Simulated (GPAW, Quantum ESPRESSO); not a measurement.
# F K-edge XANES of KF (Carobbiite, Fm-3m), part 3 of 4

Aim: the F K edge of KF (Carobbiite, Fm-3m) by two routes, a Lanczos recursion (XSpectra) and a sum over empty bands (GPAW), to see which features are robust.

Quantum ESPRESSO 7.5 and GPAW 26.7.0; core-hole supercells, plane-wave PAW PBE.

So far. Step 8 (Spectrum with FCH, F atom 2 (Quantum ESPRESSO)): The hole costs E(hole) − E(ground) = 686.80 eV, and the lowest empty level of the hole cell lies at 7.58 eV, which puts the zero at 694.38 eV. One term is added: -9.97 eV, since the hole is spin-paired here and a spin-polarised one costs that much less in the free atom (computed apart). The photon energy is then 684.41 eV. The functional and the charged cell's background leave an error of a few eV in such absolute values.

### Step 9. Another broadening

Level of this step: X-ray absorption near-edge structure, plane-wave PAW PBE, one-electron final states by a Lanczos continued fraction (Quantum ESPRESSO).

The final state's lifetime shortens with energy, so measured features broaden above the edge; the saved Lanczos coefficients are redrawn with a width that grows.

Contents of xspectra_plot.in:

```
&input_xspectra
   calculation='xanes_dipole', edge='K'
   prefix='x', outdir='tmp', xiabs=2, xe0=4.7934
   xonly_plot=.true., x_save_file='xanes.sav'
   xniter=3000, xcheck_conv=20, xerror=0.005
   xcoordcrys=.false., xepsilon(1)=1, xepsilon(2)=0, xepsilon(3)=0
/
&plot
   xnepoint=413, xemin=-10, xemax=45, terminator=.true., cut_occ_states=.true.
   gamma_mode='variable', gamma_energy(1)=4, gamma_energy(2)=25, gamma_value(1)=0.3, gamma_value(2)=2.5
/
&pseudos
   filecore='../F.wfc'
/
&cut_occ
   cut_desmooth=0.1, cut_stepl=0.05, cut_stepu=0.05, cut_ierror=1e-5
/
4 4 4 0 0 0
```

Run with:

```
$ OMP_NUM_THREADS=1 xspectra.x -in xspectra_plot.in > xspectra_plot.out
```

Numbers of over 12 decimals in the logs are rounded to 6 here.

What it wrote:

```text
     [... banner and references ...]
Reading input_file
     -------------------------------------------------------------------------

     calculation: xanes_dipole

     xonly_plot: TRUE
        => only the spectrum plot

     main plot parameters:
        cut_occ_states: TRUE
        gamma_mode:  variable
        -> first, constant up to point ( 4.00, 0.30) [eV]
        -> then, linear up to point (25.00, 2.50) [eV]
        -> finally, constant up to xemax
        xemin [eV]: -10.00
        xemax [eV]:  45.00
        xnepoint:  413
[...]
xemin [eV]: -10.00
        xemax [eV]:  45.00
        xnepoint:  413
        energy-dependent broadening parameter:
         -> first, constant up to point ( 4.00, 0.30) [eV]
         -> then, linear up to point (25.00, 2.50) [eV]
         -> finally, constant up to xemax
        Core level energy [eV]:  -696.7
         (from electron binding energy of neutral atoms in X-ray data booklet)

     Cross-section successfully written in xanes.dat

     -------------------------------------------------------------------------
                                END JOB XSpectra
     -------------------------------------------------------------------------
[key lines of the parts left out:]
Fermi level [eV]:   2.0077
```

It took 2.3 s on 1 MPI rank of Arm Neoverse V2, shared host; peak memory 0.04 GiB.

With a Lorentzian half width 0.3 eV up to 4 eV, rising linearly to 2.5 eV at 25 eV (counted from xe0, 2.8 eV below the zero used here), the maxima are 2.7 eV (2.62), 5.6 eV (1.39) and 17.9 eV (1.29).

### Step 10. Supercell with XCH, F atom 2 (Quantum ESPRESSO)

The holes are 6.5 Å apart. The excited electron is kept in the cell, where it fills the lowest empty states and screens the hole.

Changed against the first core-hole run: core hole to XCH.

Contents of scf.in:

```
&control
   calculation='scf', prefix='x', pseudo_dir='../pp', outdir='tmp', tprnfor=.true.
/
&system
   ibrav=0, nat=12, ntyp=3, nbnd=60
   ecutwfc=57, ecutrho=360
   occupations='smearing', smearing='gaussian', degauss=0.003
/
&electrons
   conv_thr=1.2e-07, electron_maxstep=120
   mixing_beta=0.5
/
ATOMIC_SPECIES
K 1.0 K.pbe-spn-kjpaw.UPF
F0 1.0 F.pbe-n-kjpaw-1sch.UPF
F 1.0 F.pbe-n-kjpaw.UPF
CELL_PARAMETERS angstrom
  2.67185000 5.34370000 2.67185000
  2.67185000 -5.34370000 2.67185000
  2.67185000 -2.67185000 -5.34370000
ATOMIC_POSITIONS crystal
K    0.00000000 0.00000000 0.00000000
K    0.66666667 0.00000000 0.33333333
K    0.50000000 0.50000000 0.00000000
K    0.33333333 0.00000000 0.66666667
K    0.16666667 0.50000000 0.33333333
K    0.83333333 0.50000000 0.66666667
F0   0.75000000 0.25000000 0.00000000
F    0.41666667 0.25000000 0.33333333
F    0.25000000 0.75000000 0.00000000
F    0.08333333 0.25000000 0.66666667
F    0.91666667 0.75000000 0.33333333
F    0.58333333 0.75000000 0.66666667
K_POINTS automatic
4 3 4 0 0 0
```

Run with:

```
$ OMP_NUM_THREADS=1 mpirun --oversubscribe --bind-to none -np 4 pw.x -nk 4 -in scf.in > scf.out
```

What it wrote:

```text
     [... banner and references ...]
[banner, memory and clock lines left out]
using ibrav=0 with symmetry is DISCOURAGED, use correct ibrav instead

     G-vector sticks info

     bravais-lattice index     =            0
     lattice parameter (alat)  =      12.3676  a.u.
     unit-cell volume          =    1544.5930 (a.u.)^3
     number of atoms/cell      =           12
     number of atomic types    =            3
     number of electrons       =        97.00
     number of Kohn-Sham states=           60
     kinetic-energy cutoff     =      57.0000  Ry
     charge density cutoff     =     360.0000  Ry
     scf convergence threshold =      1.2E-07
     mixing beta               =       0.5000
     number of iterations used =            8  plain     mixing
     Exchange-correlation= SLA  PW   PBX  PBC
                           (   1   4   3   4   0   0   0)

     celldm(1)=  12.367632  celldm(2)=   0.000000  celldm(3)=   0.000000
     celldm(4)=   0.000000  celldm(5)=   0.000000  celldm(6)=   0.000000

     crystal axes: (cart. coord. in units of alat)
               a(1) = (   0.408248   0.816497   0.408248 )
               a(2) = (   0.408248  -0.816497   0.408248 )
               a(3) = (   0.408248  -0.408248  -0.816497 )

     reciprocal axes: (cart. coord. in units 2 pi/alat)
               b(1) = (  1.020621  0.612372  0.204124 )
               b(2) = (  0.612372 -0.612372  0.612372 )
               b(3) = (  0.816497  0.000000 -0.816497 )

     ../pp/K.pbe-spn-kjpaw.UPF
     Pseudo is Projector augmented-wave + core cor, Zval =  9.0
     Shape of augmentation charge: PSQ
     Using radial grid of 1165 points,  6 beta functions with:
[...]
End of self-consistent calculation

          k = 0.0000 0.0000 0.0000 ( 11249 PWs)   bands (ev):

   -26.4131 -24.4737 -24.4142 -24.3992 -24.3975 -24.3911 -24.3903 -16.8828
   -16.8684 -16.8275 -16.8255 -16.7994  -8.6105  -8.5721  -8.5406  -8.2068
    -8.1102  -8.0591  -8.0385  -8.0017  -7.9711  -7.9106  -7.9062  -7.8758
    -7.8099  -7.7790  -7.7697  -7.7684  -7.7571  -7.7450  -7.2413  -7.2202
    -7.2039   1.1338   1.3590   1.3624   1.4420   1.4478   1.5619   1.5732
     1.5945   1.6223   1.6287   1.6318   1.6635   1.8091   1.8113   1.8124
     7.2535   9.9797  10.1849  10.4125  10.5622  10.9399  11.0785  11.3928
    11.4788  11.5708  11.8352  12.1890

     [... bands of 16 further k-points ...]

     the Fermi energy is     8.5769 ev

!    total energy              =   -1049.50080093 Ry
     total all-electron energy =     -8374.533006 Ry
     estimated scf accuracy    <       0.00000003 Ry
     smearing contrib. (-TS)   =      -0.00023637 Ry
     internal energy E=F+TS    =   -1049.50056456 Ry

     The total energy is F=E-TS. E is the sum of the following terms:
     one-electron contribution =    -266.35071982 Ry
     hartree contribution      =     182.86381401 Ry
     xc contribution           =    -128.18504593 Ry
     ewald contribution        =    -444.27467144 Ry
     one-center paw contrib.   =    -393.55394139 Ry

     convergence has been achieved in   9 iterations

     Forces acting on atoms (cartesian axes, Ry/au):

     atom    1 type  1   force =    -0.00034380    0.03048966   -0.00034380
     atom    2 type  1   force =    -0.00095964    0.00092297   -0.03112463
     atom    3 type  1   force =     0.00034380   -0.03048966    0.00034380
[...]
atom   11 type  3   force =    -0.00055234    0.00000000    0.00055234
     atom   12 type  3   force =     0.00055234    0.00000000   -0.00055234

     Total force =     0.075784     Total SCF correction =     0.000255

     XML data file, charge density, pseudopotentials, collected wavefunctions
```

The job ended after 69 s (4 MPI ranks; peak memory 0.4 GiB).

Energy with the hole: -113941.326 eV, cores included.

### Step 11. Excitation energy, F atom 2 (Quantum ESPRESSO)

With the excited electron kept in the cell the system stays neutral, and the energy difference is an excitation energy by itself. In a small cell that electron takes up a good share of the lowest empty band, or all of one, which shifts the value from the true onset.

The total-energy difference is 695.07 eV. With the free-atom term of -9.97 eV for this edge, the photon energy is 685.10 eV.

### Step 12. Ground state of the crystal (GPAW)

The second program starts from its own ground state, on the same cell and functional.

Contents of scf.py:

```python
import numpy as np
from ase import Atoms
from ase.parallel import parprint, paropen
from gpaw import GPAW, PW, FermiDirac, Mixer, MixerDif, setup_paths
from gpaw.test import gen
setup_paths.insert(0, '.')
gen('F', name='nch1s', xcname='PBE', corehole=(1, 0, 0), write_xml=True)
from gpaw.mpi import world
world.barrier()

atoms = Atoms('KF',
    cell=[[0, 2.67185, 2.67185],
     [2.67185, 0, 2.67185],
     [2.67185, 2.67185, 0]],
    scaled_positions=[[0, 0, 0],
     [0.5, 0.5, 0.5]],
    pbc=True)
atoms.calc = calc = GPAW(legacy_gpaw=True, mode=PW(500, force_complex_dtype=True), xc='PBE', setups={1: 'nch1s'},
    kpts={'size': (8, 8, 8), 'gamma': True}, occupations=FermiDirac(0.05),
    charge=0, mixer=Mixer(0.1, 5, 50), maxiter=150,
    convergence={'density': 0.0001, 'eigenstates': 1e-6}, txt='scf.txt')
energy = atoms.get_potential_energy() + calc.get_reference_energy()
ef = calc.get_fermi_level()
out = dict(energy=energy, fermi=ef, forces=atoms.get_forces().tolist())
parprint(f'all-electron energy {energy:.4f} eV, Fermi level {ef:.4f} eV')
ev = np.array([[calc.get_eigenvalues(k, s) for k in range(len(calc.get_ibz_k_points()))] for s in range(calc.get_number_of_spins())])
out['homo'], out['lumo'], out['counts'] = ev[ev < ef].max(), ev[ev > ef].min(), sorted(set((ev < ef).sum((0, 2)).tolist()))
out['filled'] = (ev[:, 0] < ef).sum(1).tolist()
import json
with paropen('out.json', 'w') as f:
    json.dump(out, f)
```

Run with:

```
$ OMP_NUM_THREADS=1 mpirun -n 4 gpaw python scf.py
```

What it wrote:

```text
Input parameters:
  convergence: {density: 0.0001,
                eigenstates: 1e-06}
  kpts: {gamma: True,
         size: (8, 8, 8)}
  maxiter: 150
  mixer: {backend: pulay,
          beta: 0.1,
          method: separate,
          nmaxold: 5,
          weight: 50}
  mode: {ecut: 500.0,
         force_complex_dtype: True,
         name: pw}
  occupations: {fixmagmom: False,
                name: fermi-dirac,
[...]
--------------------------------
2s(2) :    -1.098729     1.064204
*s    :    -0.098729
2p(5) :    -0.408283     0.779362
*p    :     0.591717
*d    :     0.000000
--------------------------------

Diagonalizing with gridspacing h=0.050

state   all-electron     PAW
-------------------------------
2s:      -1.098729    -1.100423
2p:      -0.408283    -0.410405
*d:                    0.052031
*f:                    0.079032
-------------------------------
all-electron energy -19104.6471 eV, Fermi level 1.3191 eV
[key lines of the parts left out:]
Converged after 21 iterations.
Dipole moment: (0.000000, 0.000000, 0.000000) |e|*Ang
Free energy:     -8.312983
Fermi level: 1.31907
```

Wall time 4.2 s (4 MPI ranks); peak memory 0.16 GiB; 16 s of CPU time.

The mesh shows a gap of 6.17 eV, so the hole is first treated in a charged cell, without the excited electron.

### Step 13. Spectrum without a core hole, F atom 2 (GPAW)

This cheap baseline ignores the attraction of the hole: it shows the absorber's empty states as they are in the ground state. The data set with a hole of occupation 0 only carries the core orbital.

Contents of xas.py:

```python
import numpy as np
from ase import Atoms
from ase.parallel import parprint, paropen
from gpaw import GPAW, PW, FermiDirac, Mixer, MixerDif, setup_paths
from gpaw.test import gen
setup_paths.insert(0, '.')
gen('F', name='nch1s', xcname='PBE', corehole=(1, 0, 0), write_xml=True)
from gpaw.mpi import world
world.barrier()

atoms = Atoms('KF',
    cell=[[0, 2.67185, 2.67185],
     [2.67185, 0, 2.67185],
     [2.67185, 2.67185, 0]],
    scaled_positions=[[0, 0, 0],
     [0.5, 0.5, 0.5]],
    pbc=True)
atoms.calc = calc = GPAW(legacy_gpaw=True, mode=PW(500, force_complex_dtype=True), xc='PBE', setups={1: 'nch1s'},
    kpts={'size': (8, 8, 8), 'gamma': True}, occupations=FermiDirac(0.02),
    charge=0, mixer=Mixer(0.1, 5, 50), maxiter=150,
    convergence={'density': 0.0001, 'eigenstates': 1e-6}, txt='scf.txt')
energy = atoms.get_potential_energy() + calc.get_reference_energy()
ef = calc.get_fermi_level()
out = dict(energy=energy, fermi=ef, forces=atoms.get_forces().tolist())
parprint(f'all-electron energy {energy:.4f} eV, Fermi level {ef:.4f} eV')
ev = np.array([[calc.get_eigenvalues(k, s) for k in range(len(calc.get_ibz_k_points()))] for s in range(calc.get_number_of_spins())])
out['homo'], out['lumo'], out['counts'] = ev[ev < ef].max(), ev[ev > ef].min(), sorted(set((ev < ef).sum((0, 2)).tolist()))
out['filled'] = (ev[:, 0] < ef).sum(1).tolist()

from ase.units import Ha
from gpaw.xas import dipole_matrix_elements
nb = int(calc.get_number_of_electrons() / 2) + 26
top = nb
nscf = calc.fixed_density(kpts={'size': (6, 6, 6), 'gamma': True},
    convergence={'eigenstates': 1.0}, txt='nscf.txt')
nscf.diagonalize_full_hamiltonian(nbands=nb)
cell = atoms.cell.array
ops = [cell.T @ U.T @ np.linalg.inv(cell.T) for U in nscf.wfs.kd.symmetry.op_scc]
filled = [8]  # bands filled in the ground state, by spin
E = np.arange(-25, 34, 0.1)
fwhm = np.interp(E, [4, 25], [0.9, 3.5])
Y, X, zero, highest = 0, 0, 1e9, 1e9
for spin in range(nscf.get_number_of_spins()):
    wfs = nscf.wfs
    mine = wfs.bd.get_slice()  # this rank's bands
    A = dipole_matrix_elements(wfs.setups[1])
    eps = np.zeros((wfs.kd.nibzkpts, nb))
    d = np.zeros((3, A.shape[1], wfs.kd.nibzkpts, nb), complex)
    for kpt in wfs.kpt_u:
        if kpt.s == spin and 1 in kpt.P_ani:
            eps[kpt.k, mine] = kpt.eps_n * Ha
            d[:, :, kpt.k, mine] = (kpt.weight * wfs.nspins / 2) ** 0.5 * np.inner(A, kpt.P_ani[1])
    world.sum(eps)
    world.sum(d)
    T = np.einsum('amkn,bmkn->abkn', d, d.conj()).real
    T = sum(np.einsum('ai,ijkn,bj->abkn', R, T, R) for R in ops) / len(ops)
    empty = np.ones_like(eps, bool) & (np.arange(nb) >= filled[spin])
    zero, highest = min(zero, eps[empty].min()), min(highest, eps[:, top - 1].min())
    lines = [(eps, T, empty)] if spin == 0 else lines + [(eps, T, empty)]
for eps, T, empty in lines:
    f = np.einsum('aakn->akn', T).reshape(3, -1)
    x = eps.ravel() - zero
    w = np.interp(x, E, fwhm) / 2.35482
    g = np.exp(-0.5 * ((E[:, None] - x) / w) ** 2) / (w * (2 * np.pi) ** 0.5)
    Y = Y + (f * empty.ravel()) @ g.T
    X = X + (f * ~empty.ravel()) @ g.T
out.update(E=E.round(2).tolist(), xas=Y.tolist(), xes=X.tolist(), zero=zero, valid=highest - zero, nk=len(eps), nb=nb)
for i in range(0, len(E), 10):
    parprint(f'{E[i]:7.2f}', *(f'{v:10.3e}' for v in Y[:, i]))
import json
with paropen('out.json', 'w') as f:
    json.dump(out, f)
```

Run with:

```
$ OMP_NUM_THREADS=1 mpirun -n 4 gpaw python xas.py
```

What it wrote:

```text
Input parameters:
  convergence: {density: 0.0001,
                eigenstates: 1e-06}
  kpts: {gamma: True,
         size: (8, 8, 8)}
  maxiter: 150
  mixer: {backend: pulay,
          beta: 0.1,
          method: separate,
          nmaxold: 5,
          weight: 50}
  mode: {ecut: 500.0,
         force_complex_dtype: True,
         name: pw}
  occupations: {fixmagmom: False,
                name: fermi-dirac,
[...]
*p    :     0.591717
*d    :     0.000000
--------------------------------

Diagonalizing with gridspacing h=0.050

state   all-electron     PAW
-------------------------------
2s:      -1.098729    -1.100423
2p:      -0.408283    -0.410405
*d:                    0.052031
*f:                    0.079032
-------------------------------
all-electron energy -19104.6471 eV, Fermi level 1.2691 eV
[...]
32.00  2.528e-05  2.528e-05  2.528e-05
  33.00  2.331e-05  2.331e-05  2.331e-05
[key lines of the parts left out:]
Converged after 21 iterations.
Dipole moment: (0.000000, -0.000000, 0.000000) |e|*Ang
Free energy:     -8.312983
Fermi level: 1.26906
```

Wall time 13 s (4 MPI ranks); peak memory 0.27 GiB.

The F K spectrum, F atom 2, no core hole (energy from the lowest empty level; intensity scaled to a mean of 1 over the first 20 eV):

| E (eV) | intensity |
| --- | --- |
| -2.0 | 0.00 |
| -1.5 | 0.00 |
| -1.0 | 0.00 |
| -0.5 | 0.00 |
| 0.0 | 0.01 |
| 0.5 | 0.06 |
| 1.0 | 0.11 |
| 1.5 | 0.23 |
| 2.0 | 0.61 |
| 2.5 | 1.24 |
| 3.0 | 2.26 |
| 3.5 | 1.90 |
| 4.0 | 1.16 |
| 4.5 | 0.67 |
| 5.0 | 0.97 |
| 5.5 | 1.70 |
| 6.0 | 1.71 |
| 6.5 | 1.68 |
| 7.0 | 1.81 |
| 7.5 | 1.50 |
| 8.0 | 1.08 |
| 8.5 | 0.88 |
| 9.0 | 0.82 |
| 9.5 | 0.79 |
| 10.0 | 0.74 |
| 10.5 | 0.71 |
| 11.0 | 0.76 |
| 11.5 | 0.85 |
| 12.0 | 0.86 |
| 12.5 | 0.73 |
| 13.0 | 0.54 |
| 13.5 | 0.41 |
| 14.0 | 0.37 |
| 14.5 | 0.41 |
| 15.0 | 0.51 |
| 15.5 | 0.62 |
| 16.0 | 0.70 |
| 16.5 | 0.81 |
| 17.0 | 0.97 |
| 17.5 | 1.22 |
| 18.0 | 1.49 |
| 18.5 | 1.71 |
| 19.0 | 1.80 |
| 19.5 | 1.75 |
| 20.0 | 1.58 |
| 20.5 | 1.36 |
| 21.0 | 1.14 |
| 21.5 | 0.94 |
| 22.0 | 0.78 |
| 22.5 | 0.66 |
| 23.0 | 0.59 |
| 23.5 | 0.56 |
| 24.0 | 0.58 |
| 24.5 | 0.62 |
| 25.0 | 0.69 |
| 25.5 | 0.77 |
| 26.0 | 0.84 |
| 26.5 | 0.90 |
| 27.0 | 0.94 |
| 27.5 | 0.96 |
| 28.0 | 0.94 |
| 28.5 | 0.90 |
| 29.0 | 0.85 |
| 29.5 | 0.79 |
| 30.0 | 0.74 |
| 30.5 | 0.69 |
| 31.0 | 0.64 |
| 31.5 | 0.60 |
| 32.0 | 0.57 |

Main maxima below 24 eV (height): 3.1 eV (2.33), 5.7 eV (1.78), 6.9 eV (1.81), 11.8 eV (0.87) and 19.1 eV (1.80). 

The same matrix elements for filled bands give the F K emission of F atom 2 (ground-state approximation; energy from the lowest empty level, largest value 1):

| E (eV) | emission |
| --- | --- |
| -24.00 | 0.00 |
| -23.25 | 0.00 |
| -22.50 | 0.00 |
| -21.75 | 0.00 |
| -21.00 | 0.00 |
| -20.25 | 0.00 |
| -19.50 | 0.00 |
| -18.75 | 0.00 |
| -18.00 | 0.00 |
| -17.25 | 0.00 |
| -16.50 | 0.00 |
| -15.75 | 0.00 |
| -15.00 | 0.00 |
| -14.25 | 0.00 |
| -13.50 | 0.00 |
| -12.75 | 0.00 |
| -12.00 | 0.00 |
| -11.25 | 0.00 |
| -10.50 | 0.00 |
| -9.75 | 0.00 |
| -9.00 | 0.00 |
| -8.25 | 0.00 |
| -7.50 | 0.06 |
| -6.75 | 0.77 |
| -6.00 | 0.56 |
| -5.25 | 0.02 |
| -4.50 | 0.00 |
| -3.75 | 0.00 |
| -3.00 | 0.00 |
| -2.25 | 0.00 |
| -1.50 | 0.00 |
| -0.75 | 0.00 |
| 0.00 | 0.00 |
| 0.75 | 0.00 |
| 1.50 | 0.00 |
| 2.25 | 0.00 |
| 3.00 | 0.00 |

Emission maxima: -6.4 eV (1.00).

### Step 14. Supercell without a hole, the energy reference (GPAW)

Total energies of two programs can't be mixed, so the cell and mesh of GPAW's hole run get a reference energy of their own.

Edit scf.py of step 12 so:

```diff
@@ -10,11 +10,21 @@
 
-atoms = Atoms('KF',
-    cell=[[0, 2.67185, 2.67185],
-     [2.67185, 0, 2.67185],
-     [2.67185, 2.67185, 0]],
+atoms = Atoms('K6F6',
+    cell=[[2.67185, 5.3437, 2.67185],
+     [2.67185, -5.3437, 2.67185],
+     [2.67185, -2.67185, -5.3437]],
     scaled_positions=[[0, 0, 0],
-     [0.5, 0.5, 0.5]],
+     [0.66666667, 0, 0.33333333],
+     [0.5, 0.5, 0],
+     [0.33333333, 0, 0.66666667],
+     [0.16666667, 0.5, 0.33333333],
+     [0.83333333, 0.5, 0.66666667],
+     [0.75, 0.25, 0],
+     [0.41666667, 0.25, 0.33333333],
+     [0.25, 0.75, 0],
+     [0.08333333, 0.25, 0.66666667],
+     [0.91666667, 0.75, 0.33333333],
+     [0.58333333, 0.75, 0.66666667]],
     pbc=True)
-atoms.calc = calc = GPAW(legacy_gpaw=True, mode=PW(500, force_complex_dtype=True), xc='PBE', setups={1: 'nch1s'},
-    kpts={'size': (8, 8, 8), 'gamma': True}, occupations=FermiDirac(0.05),
+atoms.calc = calc = GPAW(legacy_gpaw=True, mode=PW(500, force_complex_dtype=True), xc='PBE', setups={6: 'nch1s'},
+    kpts={'size': (3, 3, 3), 'gamma': True}, occupations=FermiDirac(0.02),
     charge=0, mixer=Mixer(0.1, 5, 50), maxiter=150,
```

Run with:

```
$ OMP_NUM_THREADS=1 mpirun -n 4 gpaw python scf.py
```

What it wrote:

```text
Input parameters:
  convergence: {density: 0.0001,
                eigenstates: 1e-06}
  kpts: {gamma: True,
         size: (3, 3, 3)}
  maxiter: 150
  mixer: {backend: pulay,
          beta: 0.1,
          method: separate,
          nmaxold: 5,
          weight: 50}
  mode: {ecut: 500.0,
         force_complex_dtype: True,
         name: pw}
  occupations: {fixmagmom: False,
                name: fermi-dirac,
[...]
2s(2) :    -1.098729     1.064204
*s    :    -0.098729
2p(5) :    -0.408283     0.779362
*p    :     0.591717
*d    :     0.000000
--------------------------------

Diagonalizing with gridspacing h=0.050

state   all-electron     PAW
-------------------------------
2s:      -1.098729    -1.100423
2p:      -0.408283    -0.410405
*d:                    0.052031
*f:                    0.079032
-------------------------------
all-electron energy -114627.9012 eV, Fermi level 1.2660 eV
[key lines of the parts left out:]
Converged after 18 iterations.
Dipole moment: (-0.000000, 0.000000, -0.000000) |e|*Ang
Free energy:    -49.897062
Fermi level: 1.26603
```

Wall time 28 s (4 MPI ranks); peak memory 0.24 GiB; 1.8 min of CPU time.

Reference energy: -114627.901 eV with the cores included.

(Part 3 of 4 ends here.)

[Banner, clock and machine lines of the logs are left out without a mark of their own.]

[Logs are printed without paths, hosts, clocks, repeated set-up lines and the standing remarks that a program may print on its own settings, such as how far it seeks lower states.]

[Hosts, paths, dates, database ids (printed as entryN), source tags and the programs' standing remarks are cut or masked in the printed files.]

[Lists of maxima count a maximum above −3 eV only where it reaches 4 % of the highest in the window and stands out from its surroundings by 2 % of it (1.5 % where it reaches 55 %); shoulders and weaker maxima are passed over, and of the rest the first, up to two pre-edge ones and the few strongest are named.]
